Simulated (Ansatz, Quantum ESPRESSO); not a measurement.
# Na3HO (Pm-3m): third-order response, part 3 of 3

Aim: Raman and infrared lines of Na3HO (Pm-3m).

Quantum ESPRESSO 8.0 development, patched; DFT LDA, scalar-relativistic, plane waves, PseudoDojo norm-conserving pseudopotentials.

So far, lowest optical zone-centre mode (cm⁻¹): step 6 (modes with the sum rule) -201; step 7 (ASR crystal) -198; step 8 (without ASR) -201.

The structure was built from a prototype and need not be the compound's stable phase.

## Step 10: Cross-check with Ansatz

A second program on the same cell, potentials, cutoff and meshes tests the implementation of the phonon response, not its convergence. Its field response is summed in its own way. Its k mesh is centred on Γ.

This step: DFT LDA, scalar-relativistic, plane waves, PseudoDojo norm-conserving pseudopotentials (Ansatz 0.2.0).

input.yaml reads:

```yaml
crystal:
  lattice:
    - [4.345962674, 0.0, 0.0]
    - [0.0, 4.345962674, 0.0]
    - [0.0, 0.0, 4.345962674]
  atoms:
    - { symbol: H, position: [0.0, 0.0, 0.0] }
    - { symbol: O, position: [0.5, 0.5, 0.5] }
    - { symbol: Na, position: [0.5, 0.5, 0.0] }
    - { symbol: Na, position: [0.5, 0.0, 0.5] }
    - { symbol: Na, position: [0.0, 0.5, 0.5] }
kpoints:
  mp_grid: { grid: [6, 6, 6] }
hamiltonian:
  xc: lda
  pseudopotentials: { kind: nc, accuracy: standard }
scf:
  occupations: { method: fixed }
output:
  eigenvalues: true
basis:
  ecutwfc: 1197.301
phonons:
  method: dfpt
  dielectric: true
  rigid_motions: translations
  raman: true
```

Command:

```bash
$ ansatz run input.yaml --threads 4 --pin off --max-ram 16384MiB --backend cpu --events-out ev --progress --plain --runs-dir out
```

The program printed:

```text
Engine: ansatz 0.2.0, x86_64-unknown-linux-gnu
Pseudopotentials: kind: nc
Pseudopotential: H, nc, valence charge 1, recommended cutoff 1006.821291 eV (normal), H.nc.azcp (PseudoDojo's, or run here from an input of PseudoDojo's; its table is named by hamiltonian.pseudopotentials.accuracy)
Pseudopotential: O, nc, valence charge 6, recommended cutoff 1142.878222 eV (normal), O.nc.azcp (PseudoDojo's, or run here from an input of PseudoDojo's; its table is named by hamiltonian.pseudopotentials.accuracy)
Pseudopotential: Na, nc, valence charge 9, recommended cutoff 1197.300995 eV (normal), Na.nc.azcp (PseudoDojo's, or run here from an input of PseudoDojo's; its table is named by hamiltonian.pseudopotentials.accuracy)
Functional definition: SPW92
  exchange = slater_x
  correlation = pw_c
Crystal: 5 atoms, lattice volume = 82.084 Å³
Basis set: ecut = 1197.301 eV, 7809 PW (Γ), exchange–correlation on 100×100×100 points (8 copies of the dense FFT grid, shifted against one another)
Bands: 22, of which v1, the nominal top of the filled ones, is band 17 counted from 1 (16 counted from 0)
Symmetry: 48 space group operations
k-points: 80 of 216 (irreducible under 2 space group operations, time reversal used)
Non-local potential: H, projectors of the file, l = 0: 2, l = 1: 1
Non-local potential: O, projectors of the file, l = 0: 2, l = 1: 2, l = 2: 1
Non-local potential: Na, projectors of the file, l = 0: 2, l = 1: 2
Initial density: superposition of atomic densities (chi_scale 0.1, normalization cell), built separately for each of the 2 bonded fragments (scf.initial_density.interfragment_charge_transfer: auto; true builds it for the cell as a whole; a typed value also counts as a typed key of the start: scf.initial_density.chi_scale says what that changes, if anything)
Initial wavefunctions: pseudopotential atomic-orbital guess
Functional: x = slater, c = lda
SCF iter   1: F=—  HF=-4191.486462 eV  |F-HF|=—  |Δ(HF+E_count)|=         —  Δρ=9.35e-2  dr2=5.16e0  ethr=3.10e-3  ⟨swp⟩=5.0  Hψ=6463  notcnv=0  defer=214
preconditioner: auto → Resta (q_TF=auto, 2.356 Å⁻¹)  ε∞=4.1  [insulator: Δε(μ)=1.899 eV  Ē_g=6.627 eV  n_scr=18 (ndim 8)  ℏωp=11.6 eV  f_vac=0.000  ε∞_Penn≈4.1]
SCF iter   2: F=—  HF=-4190.339816 eV  |F-HF|=—  |Δ(HF+E_count)|=    1.15e0  Δρ=3.45e-2  dr2=1.09e0  ethr=3.10e-3  ⟨swp⟩=3.4  Hψ=4452  notcnv=0  defer=224
SCF iter   3: F=—  HF=-4190.107503 eV  |F-HF|=—  |Δ(HF+E_count)|=   2.32e-1  Δρ=1.40e-2  dr2=1.84e-1  ethr=3.10e-3  ⟨swp⟩=2.0  Hψ=2921  notcnv=0  defer=209
SCF iter   4: F=—  HF=-4190.069451 eV  |F-HF|=—  |Δ(HF+E_count)|=   3.81e-2  Δρ=3.86e-3  dr2=1.68e-2  ethr=5.41e-4  ⟨swp⟩=2.7  Hψ=2591  notcnv=0  defer=234
SCF iter   5: F=—  HF=-4190.070827 eV  |F-HF|=—  |Δ(HF+E_count)|=   1.38e-3  Δρ=7.40e-4  dr2=6.86e-4  ethr=4.95e-5  ⟨swp⟩=2.2  Hψ=2216  notcnv=0  defer=234
SCF iter   6: F=—  HF=-4190.071103 eV  |F-HF|=—  |Δ(HF+E_count)|=   2.77e-4  Δρ=1.64e-4  dr2=1.78e-5  ethr=2.02e-6  ⟨swp⟩=2.0  Hψ=2216  notcnv=0  defer=234
SCF iter   7: F=—  HF=-4190.071130 eV  |F-HF|=—  |Δ(HF+E_count)|=   2.72e-5  Δρ=2.40e-5  dr2=4.46e-7  ethr=5.23e-8  ⟨swp⟩=2.0  Hψ=2132  notcnv=0  defer=148
SCF iter   8: F=—  HF=-4190.070728 eV  |F-HF|=—  |Δ(HF+E_count)|=   4.02e-4  Δρ=3.51e-6  dr2=9.05e-9  ethr=1.31e-9  ⟨swp⟩=2.0  Hψ=2392  notcnv=0  defer=111
SCF iter   9: F=—  HF=-4190.070728 eV  |F-HF|=—  |Δ(HF+E_count)|=   3.52e-9  Δρ=5.93e-7  dr2=1.63e-10  ethr=2.66e-11  ⟨swp⟩=2.3  Hψ=2724  notcnv=0  defer=111
SCF iter  10: F=-4190.070728 eV  HF=-4190.070728 eV  |F-HF|=0.00e0  |Δ(HF+E_count)|=  2.18e-11  Δρ=1.14e-7  dr2=6.27e-12  ethr=1.00e-12  ⟨swp⟩=12.1  Hψ=10401  notcnv=0
SCF 1 converged in 10 iterations: F = -4190.070728 eV  dr2 = 6.27e-12
DFPT response loops at Γ: preconditioner auto → none (the input reference at scf.mixing.eps_inf says where Resta's filter doesn't serve); β = 0.50; Broyden in place of MSR1
── the response to a field inside a basis, on 10×10×10 k-points: an SCF that follows is theirs, and a resumed run solves both again ──
Bands: 18, of which v1, the nominal top of the filled ones, is band 17 counted from 1 (16 counted from 0)
k-points: 35 of 1000
Initial density: handed on by an earlier stage of this run
Initial wavefunctions: pseudopotential atomic-orbital guess (no wavefunctions were taken with the density)
Eigensolver: Dense (35 Hₖ)
SCF iter   1: F=—  HF=-4190.064009 eV  |F-HF|=—  |Δ(HF+E_count)|=         —  Δρ=1.07e-4  dr2=5.65e-7  ethr=1.00e-1
preconditioner: auto → Resta (q_TF=auto, 2.356 Å⁻¹)  ε∞=2.3  [insulator: Δε(μ)=2.652 eV  Ē_g=19.235 eV  n_scr=18 (ndim 8)  ℏωp=21.7 eV  f_vac=0.080  ε∞_Penn≈2.3]
SCF iter   2: F=—  HF=-4190.064010 eV  |F-HF|=—  |Δ(HF+E_count)|=   8.04e-7  Δρ=5.42e-5  dr2=1.47e-7  ethr=1.66e-9
SCF iter   3: F=—  HF=-4190.064010 eV  |F-HF|=—  |Δ(HF+E_count)|=   3.20e-7  Δρ=9.56e-6  dr2=6.62e-8  ethr=4.34e-10
SCF iter   4: F=—  HF=-4190.064010 eV  |F-HF|=—  |Δ(HF+E_count)|=   1.27e-8  Δρ=1.15e-6  dr2=3.86e-10  ethr=1.95e-10
SCF iter   5: F=-4190.064010 eV  HF=-4190.064010 eV  |F-HF|=2.18e-11  |Δ(HF+E_count)|=  5.33e-10  Δρ=2.61e-7  dr2=2.38e-11  ethr=1.13e-12
SCF 1 converged in 5 iterations: F = -4190.064010 eV  dr2 = 2.38e-11
DFPT response loops at Γ: mixed as the last ones told, above
DFPT response loops at Γ: mixed as the last ones told, above
SCF converged after 10 iterations
Free energy (F): -4190.070728 eV
Harris-Foulkes:  -4190.070728 eV  (|F-HF|=0.00e0)
Internal energy: -4190.070728 eV  (E = F + TS)
E sigma→0 (E₀):  -4190.070728 eV
Fermi energy:    1.425326 eV
--- Per-component energies (eV) ---
  E_band       = -682.625233
  E_kinetic    = 2583.334975
  E_local      = -4704.643034  (includes V_loc(G=0)·N_el)
  E_nonlocal   = -1288.073467
  E_hartree    = 1791.810741
  E_xc         = -667.810372
  E_vxc        = -856.865094  (∫ρ·V_xc dr)
  E_ewald      = -1904.689572
  E_smearing   = -0.000000  (= −TS)
  E_closure    = 0.000000  (closes the sum)
  Σ components = -4190.070728   (vs F -4190.070728, Δ=0.00e0)
--- Band table (eV; the first three rows and the last of 80) ---
  k-point 0: bands = [... 13 lower, -0.5582, 0.9015, 0.9015, 0.9015, 6.6403, 8.3903, 8.3903, 8.9704, ... 1 higher]
  k-point 1: bands = [... 13 lower, -0.5622, 0.9094, 0.9094, 0.9430, 5.9224, 7.7051, 8.5729, 8.9560, ... 1 higher]
  k-point 2: bands = [... 13 lower, -0.6256, 0.9253, 0.9253, 1.1845, 4.5604, 7.9694, 8.9185, 8.9185, ... 1 higher]
  k-point 79: bands = [... 13 lower, 0.3497, 0.3497, 0.3497, 1.1238, 5.5915, 5.5915, 5.5915, 9.3422, ... 1 higher]
--- Phonons (Γ-DFPT): 4 representative perturbations + reference, on 80 of 216 k-points (Σ response iterations 14) ---
  k mesh reduced under 2 symmetry operations, with k and −k counted as one. Each operation leaves every solved perturbation unchanged. A smaller set is not considered because the run solves the response to a homogeneous field
  ASR residual: 1.087e-4 → 0.000e0 eV/Å²; symmetrization residual: 3.547e-6 eV/Å²
  ASR residual per site (eV/Å²): 3.05e-5 1.09e-4 2.88e-5 2.88e-5 2.88e-5
  Γ frequencies (cm⁻¹): -201.06 -201.06 -201.06 0.00 0.00 0.00 61.95 61.95 61.95 315.84 315.84 315.84 464.28 464.28 464.28
  ε∞ (high-frequency dielectric tensor):
        3.336849     0.000000     0.000000
        0.000000     3.336849     0.000000
        0.000000     0.000000     3.336849
  softest optical mode at Γ: -201.06 cm⁻¹; the repairs (sum rule, projections) moved no ω² at Γ by more than (4.75 cm⁻¹)²
  Born effective charges Z* (e; rows j = field, columns β = displacement):
    site 0:
        -1.11189   -0.00000    0.00000
         0.00000   -1.11189    0.00000
         0.00000    0.00000   -1.11189
    site 1:
        -1.86168    0.00000    0.00000
        -0.00000   -1.86168    0.00000
         0.00000    0.00000   -1.86168
    site 2:
         1.06911   -0.00000    0.00000
         0.00000    1.06911    0.00000
         0.00000    0.00000    0.83534
    site 3:
         1.06911    0.00000    0.00000
         0.00000    0.83534    0.00000
         0.00000    0.00000    1.06911
    site 4:
         0.83534   -0.00000    0.00000
        -0.00000    1.06911   -0.00000
         0.00000    0.00000    1.06911
  Z* charge neutrality: 2.512e-3 e pre-enforcement
  solved inside a basis spanned on kpoints, on 10×10×10 k-points: ε∞ is read to err by 7.6e-3, Z* by 1.1e-2 e (field_mesh: kpoints solves on kpoints); Z* is corrected for what the basis lacks
  Raman tensors (in the event stream and the table raman_tensors.tsv): an entry may err by 5.8e-3 Å², one of the second-order susceptibility by 2.4e-19 pm/V (basis, points and sum rule); their sum over the sites missed zero by 1.050e-20 Å² ahead of its enforcement
  optical modes at Γ without the LO–TO term, one row a degenerate level:
      ω (cm⁻¹)  modes    IR ((D/Å)²/amu)  static Raman (Å⁴/amu)  depolarisation
       -201.06      3            85.7098                 0.0000               —
         61.95      3             0.0000                 0.0000               —
        315.84      3            15.7448                 0.0000               —
        464.28      3             7.4093                 0.0000               —
  optical modes at Γ + LO–TO along q̂ = [1.0000, 0.0000, 0.0000]:
      ω (cm⁻¹)  modes    IR ((D/Å)²/amu)  static Raman (Å⁴/amu)  depolarisation
       -201.06      2            57.1398                 0.0000               —
         61.95      3             0.0000                 0.0000               —
        247.57      1             2.5718                 0.0000               —
        315.84      2            10.4965                 0.0000               —
        423.25      1             5.0165                 0.0000               —
        464.28      2             4.9395                 0.0000               —
        563.05      1            28.6996                 0.0000               —
  optical modes at Γ + LO–TO along q̂ = [0.0000, 1.0000, 0.0000]:
      ω (cm⁻¹)  modes    IR ((D/Å)²/amu)  static Raman (Å⁴/amu)  depolarisation
       -201.06      2            57.1398                 0.0000               —
         61.95      3             0.0000                 0.0000               —
        247.57      1             2.5718                 0.0000               —
        315.84      2            10.4965                 0.0000               —
        423.25      1             5.0165                 0.0000               —
        464.28      2             4.9395                 0.0000               —
        563.05      1            28.6996                 0.0000               —
  optical modes at Γ + LO–TO along q̂ = [0.0000, 0.0000, 1.0000]:
      ω (cm⁻¹)  modes    IR ((D/Å)²/amu)  static Raman (Å⁴/amu)  depolarisation
       -201.06      2            57.1398                 0.0000               —
         61.95      3             0.0000                 0.0000               —
        247.57      1             2.5718                 0.0000               —
        315.84      2            10.4965                 0.0000               —
        423.25      1             5.0165                 0.0000               —
        464.28      2             4.9395                 0.0000               —
        563.05      1            28.6996                 0.0000               —
```

Elapsed: 2.7 min, on 4 threads of Intel Xeon Platinum 8375C at 2.90GHz (Ice Lake), shared host; peak memory 2.2 GiB; 10 min of CPU time.

Numbers from this step:

```yaml
sum_rule_residual_before_enforcement: 1.09e-4 eV/Å²
miss_of_the_charge_sum_rule: 0.002512 e
estimated_error_of_the_dielectric_tensor: 0.007556
estimated_error_of_the_born_charges: 0.01077 e
highest_optical_zone_centre_mode_no_lo_to_term: 464.3 cm⁻¹
lowest_optical_zone_centre_mode: -201.1 cm⁻¹
mean_high_frequency_dielectric_constant: 3.337
largest_born_charge_in_size_third_of_the_trace: 1.862 e
highest_mode_moved_by_the_lo_to_term: 563.0 cm⁻¹
```

Transverse modes; imaginary modes left out. Lines of the infrared spectrum (strongest = 100):

```csv
position (cm⁻¹),label,"IR intensity ((D/Å)²/amu), degenerate modes summed, relative"
62,T2u,0.0
316,T1u,100
464,T1u,47
```

## Step 11: The two compared: QE PseudoDojo and Ansatz, PseudoDojo

Numbers from this step:

| Quantity | Value |
| --- | --- |
| root-mean-square difference | 0.03 cm⁻¹ |
| largest difference | 0.05 cm⁻¹ |

The two runs side by side. Further quantities:

```csv
quantity,QE PseudoDojo,"Ansatz, PseudoDojo"
mean ε∞,3.342,3.337
"largest Born charge in size (e; the first before, the second after the charge sum rule)",1.862,1.862
summed IR intensity ((D/Å)²/amu),108.9,108.9
```

At the zone centre the largest difference (acoustic modes at Γ apart) is 0.01 % of the highest mode.

## Step 12: What came out

* space group after relaxation: Pm-3m
* volume per atom: 16.4 Å³
* gap on the k-mesh: 2.48 eV
* highest optical zone-centre mode (no LO-TO term): 464.3 cm⁻¹
* lowest optical zone-centre mode: -201.1 cm⁻¹
* highest mode moved by the LO-TO term: 562.8 cm⁻¹
* mean high-frequency dielectric constant: 3.34
* largest Born charge in size (third of the trace): 1.86 e
* imaginary optical modes at the zone centre (no q mesh in this session): yes
* largest difference from Ansatz, PseudoDojo: 0.05 cm⁻¹

**Reading.** No mode is Raman active in this structure; the strongest infrared line lies at 316 cm⁻¹. At the LDA level the optical modes of Na3HO (Pm-3m) at the zone centre (no LO-TO term) run from 201i to 464 cm⁻¹, so the structure is a saddle point, with 3 modes beyond 10i cm⁻¹ there. Along the directions run, the highest mode that the macroscopic field moves lies at 563 cm⁻¹. Of the 12 optical modes, 9 are infrared active alone and 3 are silent. QE PseudoDojo and Ansatz, PseudoDojo agree to 0.05 cm⁻¹ (0.01 % of the highest mode compared) on all solved modes but the acoustic ones at Γ, without the LO-TO term. These are harmonic frequencies at zero temperature: anharmonic shifts and linewidths and thermal expansion are left out. The build is a development version in which the Raman tensors of release 7.5 are mended; dynmat.x leaves out the electro-optic term of LO lines. The structure is a hypothetical one, built on a prototype.

[Host names and launcher messages were left out of these logs when they were recorded.]

[Logs are printed without paths, hosts, clocks, repeated set-up lines and the standing remarks that a program may print on its own settings, such as how far it seeks lower states.]

[Hosts, paths, dates, database ids (printed as entryN), source tags and the programs' standing remarks are cut or masked in the printed files.]
